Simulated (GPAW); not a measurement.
## linear Cr chain, spacing 2.355 A: a ladder in all numerical settings together

Aim: see how far moments and order energies of linear Cr chain, spacing 2.355 A move with all numerical settings together, and what each rung costs.

Main program and level: GPAW 26.7.0; LDA; plane waves with GPAW's PAW setups, scalar-relativistic.

Report form: the programs' logs are mostly left out.

### 1. The structure

The cell holds 1 atom: 1 Cr. Cell: a = 12.000 Å, b = 12.000 Å, c = 2.355 Å, α = 90.0°, β = 90.0°, γ = 90.0°. model lattice. Vacuum lies along a and b. The structure's axis is c.

Structure file:

```cif
data_structure
_symmetry_space_group_name_H-M 'P 1'
_symmetry_Int_Tables_number 1
_cell_length_a 12.0000
_cell_length_b 12.0000
_cell_length_c 2.3550
_cell_angle_alpha 90.000
_cell_angle_beta 90.000
_cell_angle_gamma 90.000
_cell_volume 339.12
loop_
_atom_site_label
_atom_site_type_symbol
_atom_site_fract_x
_atom_site_fract_y
_atom_site_fract_z
_atom_site_occupancy
Cr1 Cr 0.50000 0.50000 0.00000 1
```

### 2. Rung 1 (280 eV, mesh 1×1×6), start ferro +

Several settings change at once from rung to rung, from a quick look to a careful run; the headings and inputs name them.

Input file order1.py:

```python
import json
import numpy as np
from ase import Atoms
from ase.parallel import paropen, parprint
from gpaw import GPAW

atoms = Atoms(['Cr'],
    cell=[[12.0, 0.0, 0.0],
         [0.0, 12.0, 0.0],
         [0.0, 0.0, 2.355]],
    scaled_positions=[[0.5, 0.5, 0.0]],
    pbc=True,
    magmoms=[2.5])
atoms.calc = GPAW(mode={'name': 'pw', 'ecut': 280},
    xc='LDA',
    kpts={'size': (1, 1, 6), 'gamma': True},
    occupations={'name': 'fermi-dirac', 'width': 0.2},
    convergence={'density': 1e-05, 'energy': 1e-05},
    maxiter=200,
    txt='order1.txt')
e = atoms.get_potential_energy(force_consistent=True)
res = {'free_energy': e, 'energy_sigma0': atoms.get_potential_energy(), 'fermi_energy': atoms.calc.get_fermi_level()}
res['moments'] = atoms.get_magnetic_moments().tolist()
res['total'] = atoms.get_magnetic_moment()
parprint('site moments (muB):', np.round(res['moments'], 3))
parprint(f"total moment: {res['total']:.3f} muB")
parprint(f'free energy: {e:.6f} eV')
atoms.calc.write('order1.gpw')
with paropen('results.json', 'w') as f:
    json.dump(res, f)
```

Command:

```sh
OMP_NUM_THREADS=1 python3 order1.py > order1.log
```

The job ended after 8.1 s (1 MPI rank of Arm Neoverse V2, shared host; peak memory 0.17 GiB).

Read from the output:

```
magnetization  : 4.341 μB
final state    : ferromagnetic
largest moment : 3.350 μB
```

After 22 cycles the largest moment stands at 3.35 μB.

### 3. Rung 1 (280 eV, mesh 1×1×3), start antiferro q=(0,0,1/2) +-

The second start gives the energy difference between the two end states, the quantity that is followed up the ladder. Its q is in fractions of the reciprocal vectors of the first run's cell.

order2.py is the script of step 2 with these lines changed:

```diff
@@ -6,12 +6,13 @@
 
-atoms = Atoms(['Cr'],
+atoms = Atoms(['Cr', 'Cr'],
     cell=[[12.0, 0.0, 0.0],
          [0.0, 12.0, 0.0],
-         [0.0, 0.0, 2.355]],
-    scaled_positions=[[0.5, 0.5, 0.0]],
+         [0.0, 0.0, 4.71]],
+    scaled_positions=[[0.5, 0.5, 0.0],
+         [0.5, 0.5, 0.5]],
     pbc=True,
-    magmoms=[2.5])
+    magmoms=[2.5, -2.5])
 atoms.calc = GPAW(mode={'name': 'pw', 'ecut': 280},
     xc='LDA',
-    kpts={'size': (1, 1, 6), 'gamma': True},
+    kpts={'size': (1, 1, 3), 'gamma': True},
     occupations={'name': 'fermi-dirac', 'width': 0.2},
@@ -19,3 +20,3 @@
     maxiter=200,
-    txt='order1.txt')
+    txt='order2.txt')
 e = atoms.get_potential_energy(force_consistent=True)
@@ -27,3 +28,3 @@
 parprint(f'free energy: {e:.6f} eV')
-atoms.calc.write('order1.gpw')
+atoms.calc.write('order2.gpw')
 with paropen('results.json', 'w') as f:
```

Command:

```sh
OMP_NUM_THREADS=1 python3 order2.py > order2.log
```

The job ended after 15 s (1 MPI rank; peak memory 0.23 GiB).

Numbers from this step:

```
magnetization  : 0 μB
final state    : antiferromagnetic
largest moment : 3.454 μB
```

This start lies -665.8 meV a seeded atom from the first; its largest moment is 3.45 μB.

### 4. Rung 2 (380 eV, mesh 1×1×8), start ferro +

order1.py is the script of step 2 with these lines changed:

```diff
@@ -13,6 +13,6 @@
     magmoms=[2.5])
-atoms.calc = GPAW(mode={'name': 'pw', 'ecut': 280},
+atoms.calc = GPAW(mode={'name': 'pw', 'ecut': 380},
     xc='LDA',
-    kpts={'size': (1, 1, 6), 'gamma': True},
-    occupations={'name': 'fermi-dirac', 'width': 0.2},
+    kpts={'size': (1, 1, 8), 'gamma': True},
+    occupations={'name': 'fermi-dirac', 'width': 0.15},
     convergence={'density': 1e-05, 'energy': 1e-05},
```

Command:

```sh
OMP_NUM_THREADS=1 python3 order1.py > order1.log
```

Elapsed: 17 s, on 1 MPI rank; peak memory 0.21 GiB.

Read from the output:

| Quantity | Value |
| --- | --- |
| magnetization | 4.541 μB |
| final state | ferromagnetic |
| largest moment | 3.510 μB |

The largest moment moves by +0.16 μB from rung 1, at 2.1 times its CPU time.

### 5. Rung 2 (380 eV, mesh 1×1×4), start antiferro q=(0,0,1/2) +-

order2.py is the script of step 3 with these lines changed:

```diff
@@ -14,6 +14,6 @@
     magmoms=[2.5, -2.5])
-atoms.calc = GPAW(mode={'name': 'pw', 'ecut': 280},
+atoms.calc = GPAW(mode={'name': 'pw', 'ecut': 380},
     xc='LDA',
-    kpts={'size': (1, 1, 3), 'gamma': True},
-    occupations={'name': 'fermi-dirac', 'width': 0.2},
+    kpts={'size': (1, 1, 4), 'gamma': True},
+    occupations={'name': 'fermi-dirac', 'width': 0.15},
     convergence={'density': 1e-05, 'energy': 1e-05},
```

Command:

```sh
OMP_NUM_THREADS=1 python3 order2.py > order2.log
```

Wall time 40 s (1 MPI rank); peak memory 0.31 GiB.

Read from the output:

```yaml
magnetization: 0 μB
final_state: antiferromagnetic
largest_moment: 3.493 μB
```

This start lies -648.9 meV a seeded atom from the first, a change of +16.9 meV since rung 1; its largest moment is 3.49 μB.

### 6. Rung 3 (500 eV, mesh 1×1×10), start ferro +

order1.py is the script of step 4 with these lines changed:

```diff
@@ -13,6 +13,6 @@
     magmoms=[2.5])
-atoms.calc = GPAW(mode={'name': 'pw', 'ecut': 380},
+atoms.calc = GPAW(mode={'name': 'pw', 'ecut': 500},
     xc='LDA',
-    kpts={'size': (1, 1, 8), 'gamma': True},
-    occupations={'name': 'fermi-dirac', 'width': 0.15},
+    kpts={'size': (1, 1, 10), 'gamma': True},
+    occupations={'name': 'fermi-dirac', 'width': 0.1},
     convergence={'density': 1e-05, 'energy': 1e-05},
```

Command:

```sh
OMP_NUM_THREADS=1 python3 order1.py > order1.log
```

It took 37 s on 1 MPI rank; peak memory 0.28 GiB.

Numbers from this step:

- magnetization: 4.893 μB
- final state: ferromagnetic
- largest moment: 3.769 μB

The largest moment moves by +0.26 μB from rung 2, at 2.2 times its CPU time.

### 7. Rung 3 (500 eV, mesh 1×1×5), start antiferro q=(0,0,1/2) +-

order2.py is the script of step 5 with these lines changed:

```diff
@@ -14,6 +14,6 @@
     magmoms=[2.5, -2.5])
-atoms.calc = GPAW(mode={'name': 'pw', 'ecut': 380},
+atoms.calc = GPAW(mode={'name': 'pw', 'ecut': 500},
     xc='LDA',
-    kpts={'size': (1, 1, 4), 'gamma': True},
-    occupations={'name': 'fermi-dirac', 'width': 0.15},
+    kpts={'size': (1, 1, 5), 'gamma': True},
+    occupations={'name': 'fermi-dirac', 'width': 0.1},
     convergence={'density': 1e-05, 'energy': 1e-05},
```

Command:

```sh
OMP_NUM_THREADS=1 python3 order2.py > order2.log
```

Wall time 52 s (1 MPI rank); peak memory 0.39 GiB.

Read from the output:

```yaml
magnetization: 0 μB
final_state: antiferromagnetic
largest_moment: 3.522 μB
```

This start lies -667.9 meV a seeded atom from the first, a change of -19.0 meV since rung 2; its largest moment is 3.52 μB.

### 8. Rung 4 (700 eV, mesh 1×1×14), start ferro +

order1.py is the script of step 6 with these lines changed:

```diff
@@ -13,6 +13,6 @@
     magmoms=[2.5])
-atoms.calc = GPAW(mode={'name': 'pw', 'ecut': 500},
+atoms.calc = GPAW(mode={'name': 'pw', 'ecut': 700},
     xc='LDA',
-    kpts={'size': (1, 1, 10), 'gamma': True},
-    occupations={'name': 'fermi-dirac', 'width': 0.1},
+    kpts={'size': (1, 1, 14), 'gamma': True},
+    occupations={'name': 'fermi-dirac', 'width': 0.05},
     convergence={'density': 1e-05, 'energy': 1e-05},
```

Command:

```sh
OMP_NUM_THREADS=1 python3 order1.py > order1.log
```

It took 7.2 min on 1 MPI rank; peak memory 0.39 GiB.

The run stopped without converging, so none of its numbers is a property of the system.

A smaller mixing step or another start is the usual next try.

### 9. Rung 4 (700 eV, mesh 1×1×7), start antiferro q=(0,0,1/2) +-

order2.py is the script of step 7 with these lines changed:

```diff
@@ -14,6 +14,6 @@
     magmoms=[2.5, -2.5])
-atoms.calc = GPAW(mode={'name': 'pw', 'ecut': 500},
+atoms.calc = GPAW(mode={'name': 'pw', 'ecut': 700},
     xc='LDA',
-    kpts={'size': (1, 1, 5), 'gamma': True},
-    occupations={'name': 'fermi-dirac', 'width': 0.1},
+    kpts={'size': (1, 1, 7), 'gamma': True},
+    occupations={'name': 'fermi-dirac', 'width': 0.05},
     convergence={'density': 1e-05, 'energy': 1e-05},
```

Command:

```sh
OMP_NUM_THREADS=1 python3 order2.py > order2.log
```

Run time: 1.8 min. Hardware: 1 MPI rank; peak memory 0.62 GiB.

Numbers from this step:

- magnetization: 0 μB
- final state: antiferromagnetic
- largest moment: 3.534 μB

The largest moment moves by +0.01 μB from rung 3, at 2.0 times its CPU time.

### 10. Side by side

Ladder, by row:

| rung | cutoff (eV) | mesh | smearing (eV) | state from the first start | state from the second start | second less first (meV a seeded atom) | moment, first (μB) | moment, second (μB) | CPU time (s) |
| --- | --- | --- | --- | --- | --- | --- | --- | --- | --- |
| 1 | 280 | 1x1x6 | 0.2 | ferromagnetic | antiferromagnetic | -665.8 | 3.35 | 3.454 | 23.4 |
| 2 | 380 | 1x1x8 | 0.15 | ferromagnetic | antiferromagnetic | -648.9 | 3.51 | 3.493 | 56.39 |
| 3 | 500 | 1x1x10 | 0.1 | ferromagnetic | antiferromagnetic | -667.9 | 3.769 | 3.522 | 89.12 |

### 11. What came out

```yaml
range_of_the_moment_in_the_table_second_start: 3.45 to 3.52 μB
range_of_cpu_time: 23 s to 89 s
range_of_the_energy_difference: -668 to -649 meV a seeded atom
first_rung_from_which_all_stay_within_33_mev_of_the_last: 1
```

From rung 1 on the result stays within 19 meV of the last rung, inside the margin of 33 meV set for it, at 26 % of the last rung's cost. The second start ends lower on every rung of the table; whether functional and cell give the true order is another question. The largest step comes last, so convergence is not shown. Rung 4 gave no pair of finished runs and is missing from the table.

[Logs and program files are shortened in this print: banners, set-up blocks, solver, clock and traceback lines can be left out without a mark of their own.]

[Logs are printed without paths, hosts, clocks, repeated set-up lines and the standing remarks that a program may print on its own settings, such as how far it seeks lower states.]

[Hosts, paths, dates, database ids (printed as entryN), source tags and the programs' standing remarks are cut or masked in the printed files.]

[Where a cell is said to come from a database of computed structures, the database is the Materials Project.]
